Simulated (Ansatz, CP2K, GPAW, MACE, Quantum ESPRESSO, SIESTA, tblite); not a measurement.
# Amorphous Si (76 atoms) in SIESTA, part 2 of 2

How do the settings of SIESTA change the result for amorphous Si (76 atoms)? A plane-wave run serves as the yardstick.

Program: SIESTA 5.4.2; the method stands at each step. Banners, paths, timers and routine set-up lines are dropped from the logs unmarked, and long logs keep their key lines alone; longer cuts are marked. The potentials were converted by us to PSML.

So far. Step 3 (PBE, SZP, shift 0.01 Ry, mesh 300 Ry): Against the first run (5.7 %), the force difference from the reference is 30 %, at 0.68 times the CPU time (on 1 against 2 cores), with 684 basis functions against 988: the smaller basis costs accuracy. Step 4 (PBE, SZ, shift 0.01 Ry, mesh 300 Ry): Against the first run (5.7 %), the force difference from the reference is 55 %, at 0.23 times the CPU time (on 1 against 2 cores), with 304 basis functions against 988: the smaller basis costs accuracy.

## Step 5: VdW-DF2, PBE potentials, DZP, shift 0.01 Ry, mesh 300 Ry

Method: Kohn-Sham DFT, vdW-DF2, PseudoDojo 0.4.1 norm-conserving pseudopotentials (converted to PSML), numerical atomic orbitals (DZP), diagonalisation.

The input, input.fdf:

```
SystemLabel cell
NumberOfAtoms 76
NumberOfSpecies 1
%block ChemicalSpeciesLabel
  1 14 Si
%endblock ChemicalSpeciesLabel
LatticeConstant 1.0 Ang
%block LatticeVectors
  11.52060 0.00000 0.00000
  0.00000 11.52060 0.00000
  0.00000 0.00000 11.52060
%endblock LatticeVectors
PAO.BasisSize DZP
PAO.EnergyShift 0.01 Ry
XC.Functional VDW
XC.Authors LMKLL
MeshCutoff 300 Ry
%block kgrid_Monkhorst_Pack
  1 0 0 0.0
  0 1 0 0.0
  0 0 1 0.0
%endblock kgrid_Monkhorst_Pack
SolutionMethod diagon
OccupationFunction FD
ElectronicTemperature 580 K
SCF.Mixer.Method Pulay
SCF.Mixer.Weight 0.05
SCF.Mixer.History 8
SCF.Mix Hamiltonian
MaxSCFIterations 300
SCF.DM.Tolerance 1e-04
SCF.H.Tolerance 1.0e-3 eV
WriteForces T
Write.HirshfeldPop T
Write.VoronoiPop T
Write.DM F
Write.H F
XML.Write F
AtomicCoordinatesFormat Fractional
%block AtomicCoordinatesAndAtomicSpecies
[... 76 atom lines left out: the same atoms as in the first run ...]
%endblock AtomicCoordinatesAndAtomicSpecies
```

The run is started by

```bash
$ OMP_NUM_THREADS=1 mpirun -np 2 siesta < input.fdf > output.txt
```

Log:

```text
Version         : 5.4.2
reinit: System Name:
reinit: System Label: cell
initatom: Reading input for the pseudopotentials and atomic orbitals ----------
Species number:   1 Atomic number:   14 Label: Si
Ground state valence configuration (from tables):   3s02  3p02  3d00  4f00
---- Processing specs for species: Si
GGA--PBE XC_GGA_X_PBE--XC_GGA_C_PBE pb
Si pseudopotential only contains V_ls up to l=2 -- lmxkb reset.
Using PAO.SplitTailNorm
%block ChemicalSpeciesLabel
    1   14 Si                      # Species index, atomic number, species label
%endblock ChemicalSpeciesLabel
%block PAO.Basis                 # Define Basis set
Si                    2                    # Species label, number of l-shells
 n=3   0   2                         # n, l, Nzeta
   5.414      3.854
[... lines left out ...]
Total number of electrons:   304.000000
[... lines left out ...]
stepf: Fermi-Dirac step function
        iscf     Eharris(eV)        E_KS(eV)     FreeEng(eV)     dDmax    Ef(eV) dHmax(eV)
[... lines left out ...]
SCF Convergence by DM+H criterion
[... lines left out ...]
SCF cycle converged after 20 iterations
[... lines left out ...]
   Max    3.488944
[... lines left out ...]
   Max    3.488944    constrained
Stress tensor Voigt[x,y,z,yz,xz,xy] (kbar):      -59.49      -58.23      -63.46      -15.93      -13.33        7.19
[... lines left out ...]
siesta: Program's energy decomposition (eV):
siesta: Ebs     =     -2901.723309
siesta: Eions   =     14738.653756
siesta: Ena     =      4673.749028
siesta: Ekin    =      3171.724471
siesta: Enl     =      1254.986548
siesta: DEna    =       103.774350
siesta: DUscf   =        12.113564
siesta: Ex      =     -2812.743524
siesta: Ec      =      -441.145539
siesta: Exc     =     -3253.889063
siesta: Eharris =     -8776.194906
siesta: Etot    =     -8776.194859
siesta: FreeEng =     -8776.412070
siesta: Final energy (eV):
siesta:  Band Struct. =   -2901.723309
siesta:       Kinetic =    3171.724471
siesta:       Hartree =     730.103113
siesta:         Exch. =   -2812.743524
siesta:         Corr. =    -441.145539
siesta:   Exch.-corr. =   -3253.889063
siesta:  Ion-electron =   -4210.564791
siesta:       Ion-ion =   -5213.568589
siesta:         Total =   -8776.194859
siesta:         Fermi =      -4.347158
siesta: Stress tensor (static) (eV/Ang**3):
siesta:    -0.037129    0.004486   -0.008319
siesta:     0.004486   -0.036343   -0.009941
siesta:    -0.008319   -0.009940   -0.039610
siesta: Cell volume =       1529.062699 Ang**3
siesta: Pressure (static):
siesta:                Solid            Molecule  Units
siesta:           0.00041054          0.00050122  Ry/Bohr**3
siesta:           0.03769386          0.04602022  eV/Ang**3
siesta:          60.39222292         73.73251439  kBar
    Orbital volume contribution        =          60.451385 eV
    (Free)E + p_basis*V_orbitals       =       -8715.960685 eV
    (Free)Eharris+ p_basis*V_orbitals  =       -8715.960731 eV
Hirshfeld Atomic Populations:
Atom #   charge [q] valence [e]  Species
     1     0.028085    3.971915  Si
     2    -0.000454    4.000454  Si
     3     0.001559    3.998441  Si
[...]
--------------------
 Total    -0.000002
Voronoi Atomic Populations:
Atom #   charge [q] valence [e]  Species
[...]
75     0.002247    3.997753  Si
    76    -0.035667    4.035667  Si
--------------------
 Total    -0.000003
```

Run time: 7.9 min. Hardware: 2 MPI ranks of Arm Neoverse V2, shared host; peak memory 2.5 GiB.

Numbers from this run, and their distance from the reference:

```
r.m.s. force component                  : 0.9982 eV/Å
r.m.s. difference of force components   : 127.3 meV/Å
longest difference of force vectors     : 368.5 meV/Å
force difference over r.m.s. force      : 13.59 %
slope of forces against the reference's : 1.058
correlation of force components         : 0.9933
pressure                                : 6.039 GPa
pressure difference                     : 5.719 GPa
```

Against the first run (5.7 %), the force difference from the reference is 14 %, at 2.6 times the CPU time; the model has changed, so this is no error of the program alone.

## Step 6: PBE, TZP, shift 0.01 Ry, mesh 300 Ry

Method: Kohn-Sham DFT, PBE, PseudoDojo 0.4.1 norm-conserving pseudopotentials (converted to PSML), numerical atomic orbitals (TZP), diagonalisation.

Edit input.fdf of step 5 so:

```diff
@@ -12,6 +12,6 @@
 %endblock LatticeVectors
-PAO.BasisSize DZP
+PAO.BasisSize TZP
 PAO.EnergyShift 0.01 Ry
-XC.Functional VDW
-XC.Authors LMKLL
+XC.Functional GGA
+XC.Authors PBE
 MeshCutoff 300 Ry
```

Log:

```text
Version         : 5.4.2
reinit: System Name:
reinit: System Label: cell
initatom: Reading input for the pseudopotentials and atomic orbitals ----------
Species number:   1 Atomic number:   14 Label: Si
Ground state valence configuration (from tables):   3s02  3p02  3d00  4f00
---- Processing specs for species: Si
GGA--PBE XC_GGA_X_PBE--XC_GGA_C_PBE pb
Si pseudopotential only contains V_ls up to l=2 -- lmxkb reset.
Using PAO.SplitTailNorm
%block ChemicalSpeciesLabel
    1   14 Si                      # Species index, atomic number, species label
%endblock ChemicalSpeciesLabel
%block PAO.Basis                 # Define Basis set
Si                    2                    # Species label, number of l-shells
 n=3   0   3                         # n, l, Nzeta
[... lines left out ...]
Total number of electrons:   304.000000
[... lines left out ...]
stepf: Fermi-Dirac step function
        iscf     Eharris(eV)        E_KS(eV)     FreeEng(eV)     dDmax    Ef(eV) dHmax(eV)
[... lines left out ...]
SCF Convergence by DM+H criterion
[... lines left out ...]
SCF cycle converged after 16 iterations
[... lines left out ...]
   Max    3.541356
[... lines left out ...]
   Max    3.541356    constrained
Stress tensor Voigt[x,y,z,yz,xz,xy] (kbar):       -9.30       -6.91      -12.68      -14.11      -12.04        5.97
[... lines left out ...]
siesta: Program's energy decomposition (eV):
siesta: Ebs     =     -2891.688387
siesta: Eions   =     14738.653756
siesta: Ena     =      4702.809822
siesta: Ekin    =      3117.999418
siesta: Enl     =      1212.391182
siesta: DEna    =       153.070499
siesta: DUscf   =         9.732522
siesta: Ex      =     -2779.674365
siesta: Ec      =      -391.691084
siesta: Exc     =     -3171.365449
siesta: Eharris =     -8714.015766
siesta: Etot    =     -8714.015762
siesta: FreeEng =     -8714.244557
siesta: Final energy (eV):
siesta:  Band Struct. =   -2891.688387
siesta:       Kinetic =    3117.999418
siesta:       Hartree =     701.275629
siesta:         Exch. =   -2779.674365
siesta:         Corr. =    -391.691084
siesta:   Exch.-corr. =   -3171.365449
siesta:  Ion-electron =   -4100.556947
siesta:       Ion-ion =   -5261.368413
siesta:         Total =   -8714.015762
siesta:         Fermi =      -4.331848
siesta: Stress tensor (static) (eV/Ang**3):
siesta:    -0.005803    0.003727   -0.007517
siesta:     0.003727   -0.004311   -0.008809
siesta:    -0.007517   -0.008809   -0.007917
siesta: Cell volume =       1529.062699 Ang**3
siesta: Pressure (static):
siesta:                Solid            Molecule  Units
siesta:           0.00006546          0.00014061  Ry/Bohr**3
siesta:           0.00601046          0.01291033  eV/Ang**3
siesta:           9.62981611         20.68462143  kBar
    Orbital volume contribution        =          72.301957 eV
    (Free)E + p_basis*V_orbitals       =       -8641.942601 eV
    (Free)Eharris+ p_basis*V_orbitals  =       -8641.942604 eV
Hirshfeld Atomic Populations:
Atom #   charge [q] valence [e]  Species
     1     0.025488    3.974512  Si
     2     0.001150    3.998850  Si
     3    -0.002701    4.002701  Si
[...]
--------------------
 Total     0.000001
Voronoi Atomic Populations:
Atom #   charge [q] valence [e]  Species
[...]
75     0.004117    3.995883  Si
    76    -0.035185    4.035185  Si
--------------------
 Total     0.000001
```

Wall time 3.8 min (2 MPI ranks); peak memory 2.1 GiB; 7.7 min of CPU time.

Compared with the plane-wave run:

| Quantity | Value |
| --- | --- |
| r.m.s. force component | 0.9838 eV/Å |
| r.m.s. difference of force components | 56.91 meV/Å |
| longest difference of force vectors | 239.3 meV/Å |
| force difference over r.m.s. force | 6.072 % |
| slope of forces against the reference's | 1.049 |
| correlation of force components | 0.9994 |
| pressure | 0.963 GPa |
| pressure difference | 0.6427 GPa |

Against the first run (5.7 %), the force difference from the reference is 6.1 %, at 1.3 times the CPU time, with 1292 basis functions against 988: size alone doesn't set the difference here.

The run ends at a pressure of 0.96 GPa, with forces up to 4.3 eV/Å.

## Step 7: The ladder

Differences are against the plane-wave reference, forces as r.m.s. over components; share is that over the reference's r.m.s. force, slope the least-squares factor from reference forces to these. Total energies of different programs have different zeros and aren't compared.

```csv
run,"Δ force, r.m.s. (meV/Å)",share (%),slope,Δ pressure (GPa),cores,CPU time,memory (GiB)
reference,-,-,-,-,8,40 s,1.4
"SIESTA PBE, DZP, shift 0.01 Ry, mesh 300 Ry",53.0,5.66,1.048,0.542,2,6 min,1.8
"SIESTA PBE, SZP, shift 0.01 Ry, mesh 300 Ry (coarse)",285,30.4,1.216,5.41,1,4.1 min,1.3
"SIESTA PBE, SZ, shift 0.01 Ry, mesh 300 Ry (coarse)",519,55.4,1.442,11.2,1,84 s,0.74
"SIESTA vdW-DF2, PBE potentials, DZP, shift 0.01 Ry, mesh 300 Ry",127,13.6,1.058,5.72,2,16 min,2.5
"SIESTA PBE, TZP, shift 0.01 Ry, mesh 300 Ry",56.9,6.07,1.049,0.643,2,7.7 min,2.1
```

Rows marked coarse were listed beforehand as settings not expected to be converged; some can still land near the reference.

CPU time is summed over cores on a shared host, where runs went side by side, so it is rough. Symmetry, cutoffs, thresholds, outputs and thread counts weren't matched or tuned between programs; memory under MPI is the largest rank's times the ranks.

## Step 8: Summary of results

| Item | Value |
| --- | --- |
| nearest in forces | SIESTA PBE, DZP, shift 0.01 Ry, mesh 300 Ry, 5.7 % |
| its CPU time | 6 min |

In words: The PBE runs in local orbitals, coarse settings apart, differ by 5.7 % (SIESTA PBE, DZP, shift 0.01 Ry, mesh 300 Ry) to 6.1 % (SIESTA PBE, TZP, shift 0.01 Ry, mesh 300 Ry); basis, grid and potentials can all enter. Rows with another functional or a dispersion term differ by 14 % (SIESTA vdW-DF2, PBE potentials, DZP, shift 0.01 Ry, mesh 300 Ry), which mixes the change of model with differences of basis and potentials, some of them made for another functional. Runs with settings chosen to be coarse differ by 30 % (SIESTA PBE, SZP, shift 0.01 Ry, mesh 300 Ry) to 55 % (SIESTA PBE, SZ, shift 0.01 Ry, mesh 300 Ry), their programs' other errors included. None of the electronic-structure runs in the table takes under half the reference's CPU time of 40 s; they take 2.1 to 24 times as much. SIESTA PBE, SZ, shift 0.01 Ry, mesh 300 Ry stiffens the forces by a factor of 1.44 while following their directions (correlation 0.974); the slopes of the 5 SIESTA runs lie between 1.05 and 1.44. In pressure, SIESTA PBE, SZ, shift 0.01 Ry, mesh 300 Ry misses by +11.2 GPa, at the same functional. The quench rate of 10 K/ps is many orders above laboratory rates, so the cell is likely richer in defects and strain than a real sample. The network of bonds at the start is that of the classical potential that made the cell, and needn't be the one that DFT or experiment would give. The electronic-structure runs sample only Γ, in a cell whose shortest periodic width is 12 Å, which is coarse for a cell with partly filled levels.

[Also dropped from logs without a mark: logging warnings of Python, and SIESTA's first energy breakdown and zero terms.]

[Logs are printed without paths, hosts, clocks, repeated set-up lines and the standing remarks that a program may print on its own settings, such as how far it seeks lower states.]

[Hosts, paths, dates, database ids (printed as entryN), source tags and the programs' standing remarks are cut or masked in the printed files.]
